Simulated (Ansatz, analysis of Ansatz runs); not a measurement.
# Migration in Al3GaN4 (Pm): V_N hop (3.1 Å), charge 0, part 5 of 5

Wanted: path and barrier of a jump of N in Al3GaN4 (Pm) at charge 0. The case: V_N hop (3.1 Å), in a cell of 96 host atoms with 1 N taken out.

Ansatz 0.2.0; plane-wave PAW DFT, PBEsol; nudged elastic band between two relaxed defect structures.

So far, barrier forward (eV): step 4 (nudged elastic band, charge 0, PBEsol) 2.51; step 6 (barrier from single points, PBEsol, denser k-mesh) 2.50; step 8 (barrier from single points, r2SCAN) 2.79.

## Step 9: Single point at the top of the path, PBEsol

A single point at the top of the band gives the levels near the gap and the populations there.

This step: plane-wave PAW DFT, PBEsol; single point of a defect supercell on a structure of the PBEsol path.

q0_M1.top.probe/input.yaml

```yaml
crystal:
  lattice:
    - [10.08692303, 0.0, 0.00025291]
    - [0.0, 9.39015873, 0.0]
    - [-0.00644803, 0.0, 10.83602103]
  atoms:
    - { symbol: Al, position: [0.25082929, 0.16495101, 0.08593811] }
    - { symbol: Al, position: [0.00180178, 0.16503388, 0.4179004] }
    - { symbol: Al, position: [0.00114353, -0.00056956, 0.16663439] }
    - { symbol: Ga, position: [0.25121277, 0.00066514, 0.33558078] }
    - { symbol: "N", position: [0.0573374, -5.398e-05, 0.33340634] }
    - { symbol: "N", position: [0.06192289, 0.16539066, 0.08361168] }
    - { symbol: "N", position: [0.31216514, 0.17433916, 0.4206459] }
    - { symbol: "N", position: [0.31297433, 0.00027585, 0.16653731] }
    - { symbol: Al, position: [0.24970601, 0.16898259, 0.58496279] }
    - { symbol: Al, position: [-9.838e-05, 0.16559371, 0.91770501] }
    - { symbol: Al, position: [-0.00138418, 0.00021227, 0.66619035] }
    - { symbol: Ga, position: [0.24928283, -0.00057372, 0.83420105] }
    - { symbol: "N", position: [0.05473657, -0.00080663, 0.83335206] }
    - { symbol: "N", position: [0.06121848, 0.16619078, 0.58404369] }
    - { symbol: "N", position: [0.3126025, 0.16495948, 0.92269287] }
    - { symbol: "N", position: [0.31121529, 0.00227283, 0.66337191] }
    - { symbol: Al, position: [0.25203354, 0.49959899, 0.08673252] }
    - { symbol: Al, position: [0.00310935, 0.49935857, 0.41770127] }
    - { symbol: Al, position: [0.00202653, 0.33239936, 0.16459682] }
    - { symbol: Ga, position: [0.24905414, 0.34535701, 0.33363171] }
    - { symbol: "N", position: [0.05268727, 0.33180416, 0.33282101] }
    - { symbol: "N", position: [0.06313622, 0.49900935, 0.08395695] }
    - { symbol: "N", position: [0.39909605, 0.53484408, 0.50452654] }
    - { symbol: "N", position: [0.31380835, 0.33209618, 0.16355751] }
    - { symbol: Al, position: [0.25323134, 0.50477493, 0.59956877] }
    - { symbol: Al, position: [-0.00152332, 0.49956848, 0.91868129] }
    - { symbol: Al, position: [0.00325066, 0.33245253, 0.6668236] }
    - { symbol: Ga, position: [0.24798905, 0.33205499, 0.83966682] }
    - { symbol: "N", position: [0.05443093, 0.33309272, 0.83496726] }
    - { symbol: "N", position: [0.06440283, 0.4997784, 0.58385907] }
    - { symbol: "N", position: [0.31224007, 0.50024784, 0.92329396] }
    - { symbol: "N", position: [0.30830743, 0.33139983, 0.67150701] }
    - { symbol: Al, position: [0.25127501, 0.83350896, 0.08942242] }
    - { symbol: Al, position: [0.00328598, 0.83351526, 0.41760643] }
    - { symbol: Al, position: [0.00474665, 0.66587538, 0.16616808] }
    - { symbol: Ga, position: [0.25682496, 0.6494192, 0.34281186] }
    - { symbol: "N", position: [0.05726558, 0.66571012, 0.33468704] }
    - { symbol: "N", position: [0.06229314, 0.83337597, 0.08444094] }
    - { symbol: "N", position: [0.31140657, 0.83043355, 0.42162766] }
    - { symbol: "N", position: [0.3142088, 0.6652313, 0.1678429] }
    - { symbol: Al, position: [0.24687, 0.83603874, 0.5859488] }
    - { symbol: Al, position: [-0.00173165, 0.83338297, 0.91868588] }
    - { symbol: Al, position: [0.00341504, 0.6677036, 0.66724506] }
    - { symbol: Ga, position: [0.24445025, 0.67045564, 0.84494482] }
    - { symbol: "N", position: [0.05150641, 0.66639002, 0.83657829] }
    - { symbol: "N", position: [0.05919632, 0.83503152, 0.5839797] }
    - { symbol: "N", position: [0.31270278, 0.8364318, 0.92640008] }
    - { symbol: "N", position: [0.29722305, 0.67812112, 0.67932406] }
    - { symbol: Al, position: [0.75050084, 0.16511155, 0.08163068] }
    - { symbol: Al, position: [0.50005709, 0.16840368, 0.41455542] }
    - { symbol: Al, position: [0.50147142, -0.00107942, 0.16387784] }
    - { symbol: Ga, position: [0.74907745, -0.00117497, 0.33235121] }
    - { symbol: "N", position: [0.55469581, -0.00052395, 0.3320087] }
    - { symbol: "N", position: [0.56194844, 0.16566089, 0.08071784] }
    - { symbol: "N", position: [0.81390733, 0.16448899, 0.41959243] }
    - { symbol: "N", position: [0.81183793, -0.00101196, 0.16232308] }
    - { symbol: Al, position: [0.7499701, 0.16634447, 0.58237437] }
    - { symbol: Al, position: [0.49980487, 0.16559532, 0.91488013] }
    - { symbol: Al, position: [0.49961654, -0.00119425, 0.66315765] }
    - { symbol: Ga, position: [0.74816038, -0.0009464, 0.83135798] }
    - { symbol: "N", position: [0.55441035, -0.00080321, 0.83012844] }
    - { symbol: "N", position: [0.56060566, 0.1680854, 0.58081753] }
    - { symbol: "N", position: [0.81194867, 0.16536683, 0.91830855] }
    - { symbol: "N", position: [0.809474, -0.00100429, 0.661536] }
    - { symbol: Al, position: [0.7510783, 0.49963266, 0.08129233] }
    - { symbol: Al, position: [0.53888045, 0.50117341, 0.41222451] }
    - { symbol: Al, position: [0.50225065, 0.33284368, 0.16230173] }
    - { symbol: Ga, position: [0.75720991, 0.32877301, 0.32896768] }
    - { symbol: "N", position: [0.56276097, 0.3308204, 0.32786542] }
    - { symbol: "N", position: [0.56245699, 0.49956902, 0.07976204] }
    - { symbol: "N", position: [0.81181569, 0.49921767, 0.41810587] }
    - { symbol: "N", position: [0.81368182, 0.33231642, 0.15921497] }
    - { symbol: Al, position: [0.75475087, 0.49767952, 0.58487399] }
    - { symbol: Al, position: [0.49956962, 0.50025907, 0.91346875] }
    - { symbol: Al, position: [0.49675681, 0.33375356, 0.66158819] }
    - { symbol: Ga, position: [0.74905301, 0.33227916, 0.83178591] }
    - { symbol: "N", position: [0.55485333, 0.33315714, 0.82880812] }
    - { symbol: "N", position: [0.81076853, 0.49948278, 0.91770173] }
    - { symbol: "N", position: [0.81450175, 0.33099799, 0.66287855] }
    - { symbol: Al, position: [0.75067325, 0.83251132, 0.08151001] }
    - { symbol: Al, position: [0.49954368, 0.82953121, 0.41453376] }
    - { symbol: Al, position: [0.50291105, 0.66620676, 0.16238891] }
    - { symbol: Ga, position: [0.75915086, 0.67054861, 0.32827655] }
    - { symbol: "N", position: [0.56702294, 0.67009294, 0.32556723] }
    - { symbol: "N", position: [0.56206172, 0.83249502, 0.07957341] }
    - { symbol: "N", position: [0.8153485, 0.83430233, 0.41954684] }
    - { symbol: "N", position: [0.81626733, 0.66595471, 0.15897865] }
    - { symbol: Al, position: [0.74933904, 0.83099459, 0.58211316] }
    - { symbol: Al, position: [0.49955611, 0.83122203, 0.91303858] }
    - { symbol: Al, position: [0.48281412, 0.66372496, 0.65174119] }
    - { symbol: Ga, position: [0.74628984, 0.66547433, 0.82953896] }
    - { symbol: "N", position: [0.55162542, 0.66386797, 0.82291006] }
    - { symbol: "N", position: [0.55990309, 0.830678, 0.5801662] }
    - { symbol: "N", position: [0.81031838, 0.83230119, 0.91771099] }
    - { symbol: "N", position: [0.81387148, 0.66561282, 0.66160857] }
basis:
  ecutwfc: 420
  xc_grid: 2
hamiltonian:
  xc: pbesol
kpoints:
  mp_grid: { grid: [1, 1, 1], shift: [0.25, 0.25, 0.25] }
magnetization:
  spin_polarized: true
  initial_magnetization: 1
  spin_locking: { lock_magnetization: hard }
scf:
  occupations: { method: fixed }
  max_iter: 150
output:
  forces: true
  eigenvalues: true
  eigenstates: { localisation: true }
  populations: true
  write_density: true
  write_potential: true
  volumetric_format: npy
  elf: true
checkpoint:
  write: "../q0_M1.top.probe.run"
  compress: false
  write_wavefunctions: false
  write_every: 100000
```

Launch:

```bash
ansatz run input.yaml --threads 32 --pin off --max-ram 84787MiB --backend cuda --events-out ev --progress --plain --runs-dir out --max-vram 78GiB
```

Numbers of over 12 decimals in the logs are rounded to 6 here.

Log:

```text
[...]
Crystal: 95 atoms, lattice volume = 1026.364 Å³
Basis set: ecut = 420 eV, 20007 PW (Γ), exchange–correlation on 144×128×150 points (8 copies of the dense FFT grid, shifted against one another)
Bands: 345, of which v1, the nominal top of the filled ones, is band 250 counted from 1 (249 counted from 0)
Symmetry: 1 space group operations
[...]
k-points: 1
[...]
Starting moments: Σ|m| = 1 μB on 95 of 95 sites
[...]
SCF iter   1: F=—  HF=-81753.324321 eV  |F-HF|=—  |Δ(HF+E_count)|=         —  Δρ=6.08e-2 (↑6.03e-2 ↓6.08e-2)  dr2=1.69e2  dr2_m=7.39e-2  M=1.000 μB ∫|m|=1.026 μB  β_m=0.30  ethr=3.10e-3  ⟨swp⟩=5.0  Hψ=2288  notcnv=0  defer=184
[...]
SCF iter   6: F=—  HF=-81701.325777 eV  |F-HF|=—  |Δ(HF+E_count)|=   5.69e-3  Δρ=4.41e-4 (↑3.59e-4 ↓4.41e-4)  dr2=7.44e-3  dr2_m=5.28e-5  M=1.000 μB ∫|m|=1.111 μB  β_m=0.72  ethr=6.63e-6  ⟨swp⟩=2.5  Hψ=1140  notcnv=0  defer=187
[...]
SCF 1 converged in 12 iterations: F = -81701.326210 eV  dr2 = 1.19e-8
[...]
SCF converged after 12 iterations
[...]
--- Löwdin populations: 95 sites ---
  site symbol       q [e]    m [muB]
     0     Al      1.9110     0.0050
     1     Al      1.9094     0.0034
  [... 20 atoms left out ...]
    22      N      5.8965     0.2506
  [... 1 atom left out ...]
    24     Al      1.9435    -0.0039
  [... 6 atoms left out ...]
    31      N      5.9367     0.0009
  [... 3 atoms left out ...]
    35     Ga     12.4495     0.0673
  [... 11 atoms left out ...]
    47      N      5.9430     0.0084
  [... 17 atoms left out ...]
    65     Al      2.0186     0.0323
  [... 2 atoms left out ...]
    68      N      5.9433     0.0021
  [... 5 atoms left out ...]
    74     Al      2.0519     0.0099
  [... 8 atoms left out ...]
    83      N      5.9465    -0.0003
  [... 5 atoms left out ...]
    89     Al      2.0409    -0.0002
  [... 5 atoms left out ...]
  spilling = 0.005576 (of n_electrons = 499.000000)
```

Wall time 3 s (1 × NVIDIA GB200 with 32 threads of Arm Neoverse V2, shared host); peak memory 1.5 GiB.

Read from the output:

```yaml
free_energy: -81701.3262 eV
total_moment: 1 μB
integral_of_the_absolute_spin_density: 1.111 μB
spin_contamination: 0.003721
```

States next to the filling edge at the first k-point, on the run's own zero (eigenstates.tsv). The participation number counts the atoms that a state is spread over, of 95; bands count from 0.

```csv
spin,band,energy (eV),occupation,participation,largest share on,share
down,243,7.267,1.00,46.1,N39,0.06
down,244,7.297,1.00,45.7,N23,0.05
down,245,7.371,1.00,42.7,N78,0.06
down,246,7.591,1.00,18.4,N23,0.15
down,247,7.829,1.00,6.3,N23,0.37
down,248,8.632,1.00,17.9,Al73,0.13
down,249,9.960,0.00,11.1,N23,0.19
down,250,11.284,0.00,14.9,Al75,0.16
down,251,11.765,0.00,26.4,Al90,0.09
down,252,11.915,0.00,39.4,Ga36,0.09
down,253,12.225,0.00,64.1,Al90,0.04
up,244,7.281,1.00,45.1,N48,0.05
up,245,7.362,1.00,41.8,N78,0.07
up,246,7.548,1.00,23.3,N23,0.12
up,247,7.745,1.00,7.2,N23,0.34
up,248,8.444,1.00,18.7,Al73,0.12
up,249,9.531,1.00,11.1,N23,0.19
up,250,11.197,0.00,14.4,Al75,0.16
up,251,11.667,0.00,22.8,Ga36,0.12
up,252,11.836,0.00,39.4,Ga36,0.06
up,253,12.176,0.00,67.3,Al90,0.04
up,254,12.260,0.00,35.3,Ga20,0.07
```

Under PBEsol at one point at (¼, ¼, ¼), the highest filled state is spin up, spread over 11 of 95 atoms, and the lowest empty one, 0.43 eV above it, is spin down, spread over 11 of 95 atoms.

The largest moments in the atoms' spheres: N23 0.17, N21 0.04, Ga20 0.04, N24 0.03, N37 0.02, N40 0.02 μB.

## Step 10: Summary of results

```
barrier forward                                   : 2.51 eV
barrier backward                                  : 3.68 eV
end less start                                    : -1.17 eV
hop length                                        : 3.08 Å
band iterations, as the log counts them           : 12
barrier from single points, PBEsol, denser k-mesh : 2.50 eV
barrier from single points, r2SCAN                : 2.79 eV
```

What this shows: The top of the band lies 2.51 eV above the start and 3.68 eV above the end. The ends differ by 1.17 eV, so they aren't like places or like states; the smaller barrier is only the way out of the higher one. With an assumed prefactor of 1e13 per second it gives one hop a second along this one path at about 970 K; whether such hops link up through the crystal wasn't checked. At the top N23 stands 1.76 Å from its nearest Al, 0.12 Å closer than at the start. Across functionals on this path (PBEsol 2.508 and r2SCAN 2.791 eV) the forward values spread by 0.283 eV. The order of the top as a saddle was not checked for all atoms, so a bent path could be lower. What this leaves open: one k-point off the zone centre stands for the whole zone; PBEsol makes the gap too small and tends to spread out bound carriers.

[Logs are printed without paths, hosts, clocks, repeated set-up lines and the standing remarks that a program may print on its own settings, such as how far it seeks lower states.]

[Hosts, paths, dates, database ids (printed as entryN), source tags and the programs' standing remarks are cut or masked in the printed files.]
